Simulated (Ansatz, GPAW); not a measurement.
# A 6-layer slab of Rh(111): converging a work function, part 3 of 3

Aim: the settings at which the work function of a 6-layer slab of Rh(111) stops moving.

GPAW 26.7.0 and Ansatz 0.2.0; Ansatz plane waves; slab in vacuum with a dipole correction, relaxation (the session's first sound run).

So far, upper work function (eV): step 2 (relaxing the atoms, PBE) 5.15; step 3 (the slab's potential, PBE, GPAW) 5.12; step 6 (cutoff 700: ecut = 700, PBE, GPAW) 5.12; step 9 (K mesh 20×20: kpts = [20, 20], PBE, GPAW) 5.13; step 10 (scheme Fermi-Dirac, smearing 0.3, PBE, GPAW) 5.11.

## 11. The ladder

Times are for 1 thread of Intel Xeon Platinum 8488C (Sapphire Rapids), shared host. Results by setting:

| no. | run | upper work function (eV) | time | memory (GiB) |
| --- | --- | --- | --- | --- |
| 1 | pw | 5.120 | 4.6 min | 0.26 |
| 2 | cutoff 700 | 5.118 | 11 min | 0.44 |
| 3 | k mesh 20×20 | 5.126 | 9.3 min | 0.35 |
| 4 | scheme Fermi-Dirac, smearing 0.3 | 5.109 | 3.9 min | 0.26 |

## 12. Without the dipole layer

The dipole layer is taken out and the cell repeats along the normal.

Contents of run.py:

```python
import json
import numpy as np
from ase import Atoms
from gpaw import GPAW, PW

slab = Atoms(
    ['Rh', 'Rh', 'Rh', 'Rh', 'Rh', 'Rh'],
    positions=[
        [1.34350, 0.77567, 9.00000],
        [2.68701, 1.55134, 11.19393],
        [0.00000, 0.00000, 13.38786],
        [1.34350, 0.77567, 15.62499],
        [2.68701, 1.55134, 17.83219],
        [-0.00000, -0.00000, 20.01384]],
    cell=[[2.68701, -0.0, 0.0], [1.3435, 2.32702, 0.0], [0.0, 0.0, 28.96966]],
    pbc=[True, True, True])

slab.calc = GPAW(mode=PW(400), xc='PBE', kpts={'size': (13, 13, 1), 'gamma': True},
                 occupations={'name': 'fermi-dirac', 'width': 0.1}, nbands='140%',
                 convergence={'density': 1e-05}, maxiter=200,
                 symmetry={'tolerance': 1e-3}, txt='slab.txt')
result = {}
energy = slab.get_potential_energy()
fermi = slab.calc.get_fermi_level()
v = slab.calc.get_electrostatic_potential().mean((0, 1)) - fermi
n = slab.calc.get_pseudo_density().mean((0, 1))
L = slab.cell[2, 2]
z = np.arange(len(v)) * L / len(v)
low, high = slab.positions[:, 2].min(), slab.positions[:, 2].max()
below, above = np.interp([low - 6.8, high + 6.8], z, v)
slopes = [np.interp(x, z, np.gradient(v, z)) for x in (low - 6.8, high + 6.8)]
eps = np.array([[slab.calc.get_eigenvalues(k, s) for k in range(len(slab.calc.get_ibz_k_points()))]
                for s in range(slab.calc.get_number_of_spins())]) - fermi
top, bottom = eps[eps < 0].max(), eps[eps > 0].min()
dipole = slab.get_dipole_moment()[2]
print(f'energy {energy:.4f} eV, Fermi level {fermi:.4f} eV, dipole {dipole:.5f} e A')
print(f'potential 6.8 A off the faces, from the Fermi level: lower {below:.4f} eV, upper {above:.4f} eV')
print(f'slope of the potential there: lower {slopes[0]:.5f}, upper {slopes[1]:.5f} eV/A')
print(f'nearest levels on the mesh: {top:.4f} and {bottom:.4f} eV')
print('magnetic moment', round(slab.get_magnetic_moment(), 3))
result.update(energy=energy, fermi=fermi, dipole=dipole, below=below, above=above, slopes=slopes, edges=[top, bottom],
              z=z.tolist(), v=v.tolist(), n=n.tolist(), positions=slab.positions.tolist(),
              forces=slab.get_forces(apply_constraint=False).tolist(), moments=slab.get_magnetic_moments().tolist())
json.dump(result, open('result.json', 'w'))
```

Started as:

```bash
$ OMP_NUM_THREADS=1 OPENBLAS_NUM_THREADS=1 python run.py
```

The log of the run:

```text
energy -42.0968 eV, Fermi level 2.6032 eV, dipole -0.00026 e A
potential 6.8 A off the faces, from the Fermi level: lower 5.1205 eV, upper 5.1203 eV
slope of the potential there: lower 0.00008, upper -0.00005 eV/A
nearest levels on the mesh: -0.0024 and 0.0082 eV
magnetic moment 0.0
```

It took 3.5 min on 1 thread of Intel Xeon Platinum 8488C (Sapphire Rapids), shared host; peak memory 0.26 GiB.

The run finished with changed settings (dipole = false and pbc_z = true); it serves as a test.

Side by side:

| quantity | this run | sound run | difference |
| --- | --- | --- | --- |
| upper work function (eV) | 5.1203 | 5.1195 | 7.9e-4 |
| lower work function (eV) | 5.1205 | 5.1208 | -2.6e-4 |

## 13. Side by side

Results and costs are gathered.

This step: comparison of work functions, dipole and cost (GPAW 26.7.0).

Ladder, by row:

| step | code | work function, upper (eV) | work function, lower (eV) | dipole (e Å) | wall time (s) | peak memory (GiB) | threads |
| --- | --- | --- | --- | --- | --- | --- | --- |
| pw | GPAW | 5.12 | 5.121 | -3.15e-4 | 277.6 | 0.26 | 1 |
| ecut200 | GPAW | 5.154 | 5.156 | 2.39e-5 | 103.1 | 0.17 | 1 |
| ecut300 | GPAW | 5.137 | 5.137 | -2.79e-4 | 185.9 | 0.21 | 1 |
| ecut700 | GPAW | 5.118 | 5.119 | -2.94e-4 | 685.9 | 0.44 | 1 |
| k4 | GPAW | 5.066 | 5.069 | -2.82e-4 | 50.53 | 0.2 | 1 |
| k8 | GPAW | 5.143 | 5.145 | -3.05e-4 | 124.6 | 0.22 | 1 |
| k20 | GPAW | 5.126 | 5.127 | -3.34e-4 | 556.8 | 0.35 | 1 |
| smear | GPAW | 5.109 | 5.112 | -2.58e-4 | 236.9 | 0.26 | 1 |
| nodip | GPAW | 5.12 | 5.121 | -2.60e-4 | 208.5 | 0.26 | 1 |

## 14. A changed run

One more run, with changed settings.

This step: GPAW, PAW setups; slab in vacuum (GPAW 26.7.0).

run.py: that of step 12 with these lines changed.

```diff
@@ -15,3 +15,3 @@
     cell=[[2.68701, -0.0, 0.0], [1.3435, 2.32702, 0.0], [0.0, 0.0, 28.96966]],
-    pbc=[True, True, True])
+    pbc=[True, True, False])
 
@@ -19,3 +19,4 @@
                  occupations={'name': 'fermi-dirac', 'width': 0.1}, nbands='140%',
-                 convergence={'density': 1e-05}, maxiter=200,
+                 convergence={'density': 1e-05}, maxiter=6,
+                 poissonsolver={'dipolelayer': 'xy'},
                  symmetry={'tolerance': 1e-3}, txt='slab.txt')
```

The log of the run:

```text
gpaw.KohnShamConvergenceError
```

The job ended after 41 s (1 thread; peak memory 0.26 GiB).

No converged result was reached; the numbers in the log don't describe the system.

The fault put into the input: too few SCF iterations (maxiter = 6).

## 15. Outcome

* work function, both faces: 5.12 eV
* dipole along the normal: -3.2e-4 e Å, near the numerical noise

What this shows: With plane waves and PBE the work function is 5.12 eV on the upper face and 5.12 eV on the lower. The measured value for this face is 5.46 eV (as compiled in "Anisotropic work function of elemental crystals", 2019, arxiv:1902.07811); the relaxed upper face lies 0.34 eV under it with PBE. Measured work functions scatter by a tenth of an eV or more between methods. The other smearing (Fermi-Dirac of 0.3 eV in place of Fermi-Dirac of 0.1) moves the two faces by -0.010 and -0.0086 eV on the same mesh; a mesh is converged only for its smearing. Over the sound runs of the table the upper face's work function spans 5.109 (smear) to 5.126 eV (k20). The small printed dipole stands for a step of 9.1 meV from the lower to the upper face, and the probes find -1.3 meV; values this small are near the numerical noise of both. The in-plane lattice was kept as typed, which isn't the functional's own and leaves some strain; spin-orbit coupling and temperature are left out.

[Logs are printed without paths, hosts, clocks, repeated set-up lines and the standing remarks that a program may print on its own settings, such as how far it seeks lower states.]

[Hosts, paths, dates, database ids (printed as entryN), source tags and the programs' standing remarks are cut or masked in the printed files.]
